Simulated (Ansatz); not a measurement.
# AgCl (Chlorargyrite, Fm-3m): a volume series of phonon spectra

Which modes of AgCl (Chlorargyrite) drive its thermal expansion?

What experiment has found for this phase:
- volume expansion coefficient 98.7 1e-6/K near room temperature (given in “Descriptors for thermal expansion in solids”, 2017, arXiv:1701.03966)
- heat capacity C_P per formula unit 53 J/mol/K near room temperature (given in “High-Throughput Prediction of Finite-Temperature Properties using the Quasi-Harmonic Approximation”, 2016, arXiv:1603.06924)

Main program and level: Ansatz 0.2.0; DFT LDA, scalar-relativistic, plane waves, PAW.

This is a report of a sequence of runs, with most program output left out.

The database entry behind the starting cell differs from later determinations by our own check (an axis about 1.4 % short against later determinations), so it need not match the best structure at ambient conditions.

## Step 1: The starting structure

It takes space group Fm-3m (No. 225, cubic). Conventional cell: a = 5.470 Å, b = 5.470 Å, c = 5.470 Å, α = 90.00°, β = 90.00°, γ = 90.00°. Nearest to Ag lie 6 Cl at 2.73 Å. Nearest to Cl lie 6 Ag at 2.73 Å. Farther neighbours and most contacts between anions are not listed.

## Step 2: A first coarse run

A cheap single point shows whether the cell is a metal or an insulator and how far it is from rest; that sets the k-mesh and the occupations of what follows.

input.yaml

```yaml
crystal:
  lattice:
    - [0.0, 2.735, 2.735]
    - [2.735, 0.0, 2.735]
    - [2.735, 2.735, 0.0]
  atoms:
    - { symbol: Ag, position: [0.0, 0.0, 0.0] }
    - { symbol: Cl, position: [0.5, 0.5, 0.5] }
kpoints:
  mp_grid: { grid: [6, 6, 6] }
hamiltonian:
  xc: lda
scf:
  occupations: { method: gaussian, width: 0.1 }
output:
  forces: true
  stress: true
  eigenvalues: true
```

The run is started by

```bash
$ ansatz run input.yaml --threads 4 --pin off --max-ram 16384MiB --backend cpu --events-out ev --progress --plain --runs-dir out
```

The job ended after 0.34 s (4 threads of Arm Neoverse V2, shared host; peak memory 0.28 GiB; 0.87 s of CPU time).

This step gave:

| Property | Result |
| --- | --- |
| pressure | -3.758 GPa |
| volume per atom | 20.46 Å³ |
| gap on the k-mesh | 0.6120 eV |

The start is under -3.8 GPa at this level and looks like an insulator or semiconductor on this mesh.

## Step 3: Finding the static equilibrium

Phonons are second derivatives about a minimum, so cell and atoms are relaxed first, inside the symmetry of the start.

input.yaml, the sections that differ from step 2:

```yaml
kpoints:
  mp_grid: { grid: [8, 8, 8] }
scf:
  occupations: { method: gaussian, width: 0.02 }
output:
  forces: true
  stress: true
  eigenvalues: true
  write_density: true
  write_potential: true
  elf: true
  volumetric_format: npy
relax:
  adjacent_minimum: "off"
  f_tol: 0.005
  max_steps: 80
  cell: { stress_tol: 0.05 }
# crystal, hamiltonian: as in step 2
```

Elapsed: 1.8 s, on 4 threads; peak memory 0.32 GiB.

The steps of the relaxation:

| step | energy less that of the first step (eV) | largest force component (eV/Å) | pressure (GPa) | volume (Å³) |
| --- | --- | --- | --- | --- |
| 1 | 0.0000 | 0.0000 | -3.77 | 40.92 |
| 2 | -0.0314 | 0.0000 | 0.76 | 37.96 |
| 3 | -0.0323 | 0.0000 | -0.11 | 38.43 |
| 4 | -0.0323 | 0.0000 | 0.00 | 38.37 |
| 5* | -0.0320 | 0.0000 | 0.00 | 38.37 |

Relaxation steps marked * repeat the geometry before them on a plane-wave basis chosen anew for their cell, so energy and pressure can jump there.

Forces are held to the 48 operations that the run works with; a distortion that breaks them can't arise in this run.

| conventional cell, symmetrised | before | after | change |
| --- | --- | --- | --- |
| a (Å) | 5.470 | 5.354 | -2.1 % |
| b (Å) | 5.470 | 5.354 | -2.1 % |
| c (Å) | 5.470 | 5.354 | -2.1 % |
| volume (Å³/atom) | 20.46 | 19.19 | -6.2 % |

Final coordinates:

```xyz
2
Lattice="0.0000 2.6771 2.6771 2.6771 0.0000 2.6771 2.6771 2.6771 0.0000" Properties=species:S:1:pos:R:3 pbc="T T T"
Ag    0.0000    0.0000    0.0000
Cl    2.6771    2.6771    2.6771
```

This step gave:

```yaml
pressure: 0.002507 GPa
gap_on_the_k_mesh: 0.6267 eV
volume_per_atom: 19.19 Å³
```

Electrostatic potential energy in the ac plane of the conventional cell at fractional y = 0.000, with atoms of Ag and Cl within 0.2 Å of it. With pseudopotentials it is smooth inside the atoms' cores, unlike the true potential.

Values in eV, 15 rows by 15 columns, each cell a mean:
```
-31 -23  -7   8  10  -4 -33 -42 -40 -18   6  10   1 -17 -28
-19 -12   2  11  12   6 -11 -24 -19   0  11  12   8  -6 -17
  0   5  10  13  13  12   8   5   6  10  13  13  12   8   1
 10  11  13  14  14  13  11  10  11  12  13  14  13  12  10
  5   9  12  13  13  10   5   0   2   8  12  13  13  11   6
-23  -9   7  12  11   2 -12 -18 -16  -5   8  12  10   0 -18
-42 -32  -3  10   8  -8 -23 -31 -28 -16   2  11   6 -19 -40
-43 -36  -7   9   7 -10 -26 -34 -31 -18   0  10   5 -24 -42
-37 -23   2  11   9  -4 -19 -26 -23 -12   5  11   8 -11 -33
 -7   2  10  13  12   7  -4 -10  -8   2  10  13  12   6  -4
  9  11  13  14  13  12   9   7   8  11  13  14  13  12  10
  7  10  12  13  14  13  11   9  10  12  13  14  13  11   8
 -9  -3   7  12  13  10   2  -7  -3   7  12  13  10   2  -7
-25 -18  -3  10  11   2 -23 -36 -32  -9   9  11   5 -12 -23
-34 -25  -9   7   9  -7 -37 -43 -42 -23   5  10   0 -19 -31
```
Columns run along a (5.4 Å; values clipped at the 3rd and 97th percentile), rows up along c (5.4 Å), edges of the conventional cell, whose origin can differ from the input's. Atoms in or near the plane, at fractional coordinates: Ag at (0.00, 0.00), Ag at (0.50, 0.50), Cl at (0.50, 0.00), Cl at (0.00, 0.50).

Valence density in the ac plane of the conventional cell at fractional y = 0.000, with atoms of Ag and Cl within 0.2 Å of it. It is the smooth field of the valence electrons, not physical close to the nuclei.

Values in e/Å³, 15 rows by 15 columns, each cell a mean:
```
15  8  2  0  0  1  2  1  1  1  1  0  1  4 12
 5  3  1  0  0  1  1  2  1  1  0  0  0  1  4
 1  1  0  0  0  0  0  1  1  0  0  0  0  0  1
 0  0  0  0  0  0  0  0  0  0  0  0  0  0  0
 1  0  0  0  0  0  1  1  1  0  0  0  0  0  1
 2  1  1  0  0  1  3  5  4  1  0  0  0  1  1
 1  2  1  0  0  2  8 15 12  4  1  0  1  1  1
 0  2  1  0  0  2 10 19 15  5  1  0  1  2  1
 2  2  1  0  0  1  5 10  8  3  1  0  0  1  2
 1  1  0  0  0  0  1  2  2  1  0  0  0  1  1
 0  0  0  0  0  0  0  0  0  0  0  0  0  0  0
 0  0  0  0  0  0  0  0  0  0  0  0  0  0  0
 2  1  0  0  0  0  1  1  1  1  0  0  0  1  2
10  5  1  0  0  1  2  2  2  1  0  0  1  3  8
18 10  2  0  0  1  2  0  1  2  1  0  1  5 15
```
Columns run along a (5.4 Å), rows up along c (5.4 Å), edges of the conventional cell, whose origin can differ from the input's. Atoms in or near the plane, at fractional coordinates: Ag at (0.00, 0.00), Ag at (0.50, 0.50), Cl at (0.50, 0.00), Cl at (0.00, 0.50).

ELF in the ac plane of the conventional cell at fractional y = 0.000, with atoms of Ag and Cl within 0.2 Å of it. It is the smooth field of the valence electrons, not physical close to the nuclei.

Values, 15 rows by 15 columns, each cell a mean:
```
0.73 0.59 0.37 0.17 0.43 0.81 0.78 0.56 0.69 0.84 0.66 0.22 0.25 0.50 0.68
0.53 0.43 0.25 0.13 0.34 0.72 0.83 0.83 0.84 0.81 0.54 0.17 0.18 0.36 0.50
0.27 0.21 0.13 0.09 0.18 0.45 0.63 0.69 0.67 0.55 0.29 0.10 0.11 0.18 0.25
0.23 0.20 0.14 0.07 0.07 0.14 0.21 0.24 0.22 0.17 0.10 0.06 0.10 0.17 0.22
0.68 0.61 0.43 0.17 0.09 0.13 0.21 0.26 0.24 0.17 0.10 0.10 0.29 0.54 0.66
0.83 0.83 0.71 0.32 0.13 0.25 0.43 0.52 0.49 0.35 0.17 0.17 0.55 0.81 0.84
0.57 0.78 0.80 0.42 0.17 0.37 0.59 0.72 0.67 0.49 0.24 0.22 0.67 0.84 0.69
0.41 0.75 0.82 0.44 0.18 0.41 0.64 0.80 0.72 0.52 0.26 0.24 0.69 0.83 0.56
0.75 0.84 0.78 0.38 0.15 0.33 0.53 0.64 0.59 0.43 0.21 0.21 0.63 0.83 0.78
0.82 0.78 0.61 0.25 0.11 0.20 0.33 0.41 0.37 0.25 0.13 0.14 0.45 0.72 0.81
0.45 0.39 0.25 0.10 0.07 0.11 0.15 0.18 0.17 0.13 0.09 0.07 0.18 0.34 0.43
0.18 0.15 0.11 0.07 0.10 0.25 0.38 0.44 0.42 0.32 0.17 0.07 0.09 0.13 0.17
0.40 0.32 0.19 0.11 0.25 0.61 0.78 0.82 0.80 0.71 0.43 0.14 0.13 0.25 0.37
0.63 0.52 0.32 0.15 0.39 0.78 0.84 0.75 0.78 0.83 0.61 0.20 0.21 0.43 0.59
0.79 0.63 0.40 0.18 0.45 0.82 0.75 0.41 0.57 0.83 0.68 0.23 0.27 0.53 0.73
```
Columns run along a (5.4 Å), rows up along c (5.4 Å), edges of the conventional cell, whose origin can differ from the input's. Atoms in or near the plane, at fractional coordinates: Ag at (0.00, 0.00), Ag at (0.50, 0.50), Cl at (0.50, 0.00), Cl at (0.00, 0.50).

The relaxation ends with a pressure of 0.00 GPa.

## Step 4: Tight relaxation

The relaxation is repeated with tighter thresholds on force and stress, since phonons are sensitive to what is left; a change of mesh or smearing in the input moves the cell too.

input.yaml

```yaml
crystal:
  lattice:
    - [0.0, 2.6770675507, 2.6770675507]
    - [2.6770675507, 0.0, 2.6770675507]
    - [2.6770675507, 2.6770675507, 0.0]
  atoms:
    - { symbol: Ag, position: [0.0, 0.0, 0.0] }
    - { symbol: Cl, position: [0.5, 0.5, 0.5] }
kpoints:
  mp_grid: { grid: [8, 8, 8] }
hamiltonian:
  xc: lda
scf:
  occupations: { method: fixed }
output:
  forces: true
  stress: true
  eigenvalues: true
relax:
  adjacent_minimum: "off"
  f_tol: 0.001
  max_steps: 60
  cell: { stress_tol: 0.01 }
```

Run time: 0.78 s. Hardware: 4 threads; peak memory 0.3 GiB.

Little changed from the start: no atom moved by 0.005 Å and no cell edge by 0.1 %.

Numbers from this step:

| Quantity | Value |
| --- | --- |
| pressure | 0.002508 GPa |

The residual pressure is 0.0025 GPa, small enough for phonons.

## Step 5: Lattice dynamics at this volume, V/V0 1

The same q-mesh and k-mesh are kept at every volume, so that much of their error can cancel in the differences.

input.yaml, the sections that differ from step 4:

```yaml
output:
  eigenvalues: true
phonons:
  method: dfpt
  dielectric: true
  rigid_motions: translations
  qmesh: [4, 4, 4]
  temperatures: { t_max: 1000, t_step: 50 }
  qpath:
    path:
      - [[0.0, 0.0, 0.0], [0.5, 0.0, 0.5], [0.625, 0.25, 0.625]]
      - [[0.375, 0.375, 0.75], [0.0, 0.0, 0.0], [0.5, 0.5, 0.5], [0.5, 0.25, 0.75], [0.5, 0.0, 0.5]]
    npoints: 10
# crystal, kpoints, hamiltonian, scf: as in step 4
# relax: removed
```

Run time: 70 s. Hardware: 4 threads; peak memory 1 GiB.

This step gave:

| Quantity | Value |
| --- | --- |
| Γ frequencies | 0, 0, 0, 129.9, 129.9, 129.9 cm⁻¹ (negative: imaginary) |
| lowest frequency on the path | 0 cm⁻¹ |
| zero-point energy | 0.04015 eV/cell |
| point group | m-3m |
| highest frequency | 211.6 cm⁻¹ |
| Debye temperature from the second moment | 228 K |

LO-TO term included. The phonon branches at the labelled points (cm⁻¹):

| point | branch 1 | branch 2 | branch 3 | branch 4 | branch 5 | branch 6 |
| --- | --- | --- | --- | --- | --- | --- |
| Γ | 0 | 0 | 0 | 130 | 130 | 182 |
| halfway | 22 | 22 | 91 | 152 | 152 | 175 |
| X | 32 | 32 | 54 | 170 | 170 | 208 |
| halfway | 36 | 49 | 53 | 163 | 175 | 206 |
| U | 44 | 49 | 74 | 142 | 185 | 199 |
| jump to K | 44 | 49 | 74 | 142 | 185 | 199 |
| halfway | 28 | 57 | 85 | 91 | 156 | 190 |
| Γ | 0 | 0 | 0 | 130 | 130 | 182 |
| halfway | 38 | 38 | 80 | 113 | 113 | 198 |
| L | 62 | 62 | 72 | 72 | 109 | 212 |
| halfway | 48 | 58 | 93 | 112 | 152 | 206 |
| W | 45 | 45 | 84 | 151 | 191 | 191 |
| halfway | 37 | 52 | 62 | 161 | 176 | 203 |
| X | 32 | 32 | 54 | 170 | 170 | 208 |

The phonon density of states has structure finer than the step of the table below, so its rows give means over 5 cm⁻¹, whole bins alone (the curve runs from 1 to 213 cm⁻¹). Peaks (cm⁻¹: height): 45.0: 0.0652, 89.0: 0.0527, 101.0: 0.0316, 201.0: 0.0646.

Tetrahedra on 20 20 20, mean over bins of 2 cm⁻¹. Phonon density of states against wavenumber; means over each step:

wavenumber (cm⁻¹), phonon density of states (1/cm⁻¹/cell) and a bar:
```
        5     0.0003 
       10     0.0016 #
       15     0.0043 ##
       20     0.0092 #####
       25     0.0176 #########
       30     0.0308 ###############
       35     0.0466 #######################
       40     0.0544 ###########################
       45     0.0594 ##############################
       50     0.0520 ##########################
       55     0.0494 #########################
       60     0.0463 #######################
       65     0.0422 #####################
       70     0.0196 ##########
       75     0.0268 #############
       80     0.0423 #####################
       85     0.0511 ##########################
       90     0.0431 ######################
       95     0.0169 ########
      100     0.0258 #############
      105     0.0217 ###########
      110     0.0203 ##########
      115     0.0193 ##########
      120     0.0198 ##########
      125     0.0209 ##########
      130     0.0238 ############
      135     0.0246 ############
      140     0.0244 ############
      145     0.0244 ############
      150     0.0242 ############
      155     0.0228 ###########
      160     0.0220 ###########
      165     0.0216 ###########
      170     0.0215 ###########
      175     0.0209 ##########
      180     0.0217 ###########
      185     0.0231 ############
      190     0.0229 ###########
      195     0.0454 #######################
      200     0.0584 #############################
      205     0.0403 ####################
      210     0.0159 ########
```

Harmonic. Thermo, by row:

| T (K) | F_vib (meV/atom) | S (J/mol-atom/K) | C_V (J/mol-atom/K) |
| --- | --- | --- | --- |
| 0 | 20.07 | 0 | 0 |
| 50 | 18.19 | 9.626 | 13 |
| 100 | 10.07 | 21.17 | 19.92 |
| 150 | -3.25 | 29.8 | 22.39 |
| 200 | -20.47 | 36.4 | 23.43 |
| 250 | -40.75 | 41.69 | 23.95 |
| 300 | -63.52 | 46.08 | 24.24 |
| 350 | -88.4 | 49.84 | 24.43 |
| 400 | -115.1 | 53.1 | 24.54 |
| 450 | -143.4 | 56 | 24.63 |
| 500 | -173.1 | 58.6 | 24.68 |
| 550 | -204.1 | 60.95 | 24.73 |
| 600 | -236.2 | 63.11 | 24.76 |
| 650 | -269.4 | 65.09 | 24.79 |
| 700 | -303.6 | 66.93 | 24.81 |
| 750 | -338.8 | 68.64 | 24.83 |
| 800 | -374.8 | 70.24 | 24.84 |
| 850 | -411.6 | 71.75 | 24.85 |
| 900 | -449.1 | 73.17 | 24.86 |
| 950 | -487.4 | 74.52 | 24.87 |
| 1000 | -526.3 | 75.79 | 24.88 |

The modes has structure finer than the step of the table below, so its rows give means over 10 cm⁻¹, whole bins alone (the curve runs from -10 to 228 cm⁻¹). Peaks (cm⁻¹: height): Ag 43.8: 0.0472, 85.7: 0.0406; Cl 48.3: 0.0117, 138.0: 0.0248, 200.9: 0.0529.

Phonopy on the run's constants, 19x19x19 mesh, Gaussian sigma 2.0 cm⁻¹. Modes against wavenumber; means over each step; values in 1/cm⁻¹/cell:

| wavenumber (cm⁻¹) | Ag | Cl |
| --- | --- | --- |
| 0 | 8.6e-5 | 2.8e-5 |
| 10 | 0.00152 | 4.8e-4 |
| 20 | 0.00794 | 0.00224 |
| 30 | 0.0256 | 0.00609 |
| 40 | 0.0434 | 0.0100 |
| 50 | 0.0425 | 0.0110 |
| 60 | 0.0350 | 0.0101 |
| 70 | 0.0227 | 0.00588 |
| 80 | 0.0292 | 0.00942 |
| 90 | 0.0324 | 0.00728 |
| 100 | 0.0162 | 0.00684 |
| 110 | 0.00951 | 0.0110 |
| 120 | 0.00560 | 0.0150 |
| 130 | 0.00435 | 0.0159 |
| 140 | 0.00482 | 0.0211 |
| 150 | 0.00371 | 0.0193 |
| 160 | 0.00351 | 0.0187 |
| 170 | 0.00317 | 0.0187 |
| 180 | 0.00267 | 0.0192 |
| 190 | 0.00218 | 0.0265 |
| 200 | 0.00330 | 0.0475 |
| 210 | 6.4e-4 | 0.0174 |
| 220 | 4.0e-7 | 8.1e-5 |

Born charge (rows field, columns displacement) (e), principal values of the symmetric part by kind of site:

| atom | atoms with these values | low | middle | high | mean |
| --- | --- | --- | --- | --- | --- |
| Ag1 | 1 | 1.41 | 1.41 | 1.41 | 1.41 |
| Cl2 | 1 | -1.41 | -1.41 | -1.41 | -1.41 |

In full for Ag1:

```
1.41 0.00 0.00
0.00 1.41 0.00
0.00 0.00 1.41
```

ε∞:

```
5.86 0.00 0.00
0.00 5.86 0.00
0.00 0.00 5.86
```

No LO-TO term. Modes at Γ, with each element's share of the kinetic energy:

| mode | frequency (cm⁻¹) | symmetry | Ag % | Cl % |
| --- | --- | --- | --- | --- |
| 1 | 0.0 | T1u | 75 | 25 |
| 2 | 0.0 | T1u | 75 | 25 |
| 3 | 0.0 | T1u | 75 | 25 |
| 4 | 129.9 | T1u | 25 | 75 |
| 5 | 129.9 | T1u | 25 | 75 |
| 6 | 129.9 | T1u | 25 | 75 |

Displacements in mode 4 (129.9 cm⁻¹), the largest set to 1:
```
Ag1  0.00 -0.33  0.03
Cl2  0.00  1.00 -0.09
```

No mode is imaginary beyond numerical noise at the solved wavevectors.

## Step 6: Single point at a scaled cell, V/V0 1.015

Symmetry fixes every atom, so a single point at the scaled cell gives the energy and pressure of this member.

The cell differs from the one that the last finished run ended in (a 3.786 → 3.805 Å, b 3.786 → 3.805 Å, c 3.786 → 3.805 Å).

input.yaml, the sections that differ from step 5:

```yaml
crystal:
  lattice:
    - [0.0, 2.690386514, 2.690386514]
    - [2.690386514, 0.0, 2.690386514]
    - [2.690386514, 2.690386514, 0.0]
  atoms:
    - { symbol: Ag, position: [0.0, 0.0, 0.0] }
    - { symbol: Cl, position: [0.5, 0.5, 0.5] }
output:
  forces: true
  stress: true
  eigenvalues: true
# kpoints, hamiltonian, scf: as in step 5
# phonons: removed
```

It took 0.44 s on 4 threads; peak memory 0.29 GiB.

This step gave:

```
pressure          : -0.9924 GPa
gap on the k-mesh : 0.6214 eV
volume per atom   : 19.47 Å³
```

At this level the gap is 0.62 eV on the k-mesh of the self-consistent run, which can miss the band edges.

## Step 7: Phonons, V/V0 1.015

Phonons at this volume give one point of F(V, T); meshes stay fixed along the series.

input.yaml, the sections that differ from step 6:

```yaml
output:
  eigenvalues: true
phonons:
  method: dfpt
  dielectric: true
  rigid_motions: translations
  qmesh: [4, 4, 4]
  temperatures: { t_max: 1000, t_step: 50 }
  qpath:
    path:
      - [[0.0, 0.0, 0.0], [0.5, 0.0, 0.5], [0.625, 0.25, 0.625]]
      - [[0.375, 0.375, 0.75], [0.0, 0.0, 0.0], [0.5, 0.5, 0.5], [0.5, 0.25, 0.75], [0.5, 0.0, 0.5]]
    npoints: 10
# crystal, kpoints, hamiltonian, scf: as in step 6
```

The job ended after 70 s (4 threads; peak memory 1 GiB).

No mode is imaginary beyond numerical noise at the solved wavevectors. The highest zone-centre mode (no LO–TO term) moved by -5.5 % for a volume change of +1.5 %.

## Step 8: Single point at a scaled cell, V/V0 0.985

The cell differs from the one that the last finished run ended in (a 3.805 → 3.767 Å, b 3.805 → 3.767 Å, c 3.805 → 3.767 Å).

input.yaml, the sections that differ from step 7:

```yaml
crystal:
  lattice:
    - [0.0, 2.6636147229, 2.6636147229]
    - [2.6636147229, 0.0, 2.6636147229]
    - [2.6636147229, 2.6636147229, 0.0]
  atoms:
    - { symbol: Ag, position: [0.0, 0.0, 0.0] }
    - { symbol: Cl, position: [0.5, 0.5, 0.5] }
output:
  forces: true
  stress: true
  eigenvalues: true
# kpoints, hamiltonian, scf: as in step 7
# phonons: removed
```

Wall time 0.45 s (4 threads); peak memory 0.29 GiB; 1.3 s of CPU time.

The run ends at a pressure of 1.09 GPa.

## Step 9: Lattice dynamics at this volume, V/V0 0.985

input.yaml, the sections that differ from step 8:

```yaml
output:
  eigenvalues: true
phonons:
  method: dfpt
  dielectric: true
  rigid_motions: translations
  qmesh: [4, 4, 4]
  temperatures: { t_max: 1000, t_step: 50 }
  qpath:
    path:
      - [[0.0, 0.0, 0.0], [0.5, 0.0, 0.5], [0.625, 0.25, 0.625]]
      - [[0.375, 0.375, 0.75], [0.0, 0.0, 0.0], [0.5, 0.5, 0.5], [0.5, 0.25, 0.75], [0.5, 0.0, 0.5]]
    npoints: 10
# crystal, kpoints, hamiltonian, scf: as in step 8
```

It took 69 s on 4 threads; peak memory 1 GiB.

No mode is imaginary beyond numerical noise at the solved wavevectors. The highest zone-centre mode (no LO–TO term) moved by +5.5 % for a volume change of -1.5 %.

## Step 10: A cell at another volume, V/V0 1.03

The cell differs from the one that the last finished run ended in (a 3.767 → 3.823 Å, b 3.767 → 3.823 Å, c 3.767 → 3.823 Å).

input.yaml, the sections that differ from step 9:

```yaml
crystal:
  lattice:
    - [0.0, 2.7035748939, 2.7035748939]
    - [2.7035748939, 0.0, 2.7035748939]
    - [2.7035748939, 2.7035748939, 0.0]
  atoms:
    - { symbol: Ag, position: [0.0, 0.0, 0.0] }
    - { symbol: Cl, position: [0.5, 0.5, 0.5] }
output:
  forces: true
  stress: true
  eigenvalues: true
# kpoints, hamiltonian, scf: as in step 9
# phonons: removed
```

The job ended after 0.44 s (4 threads; peak memory 0.29 GiB; 1.2 s of CPU time).

The run ends at a pressure of -1.90 GPa.

(Continued in part 2 of 2.)

[Logs are printed without paths, hosts, clocks, repeated set-up lines and the standing remarks that a program may print on its own settings, such as how far it seeks lower states.]

[Hosts, paths, dates, database ids (printed as entryN), source tags and the programs' standing remarks are cut or masked in the printed files.]

[A step with changed settings may run another functional than the one named; its input shows which.]

[Of the runs on displaced cells, only some may be shown.]
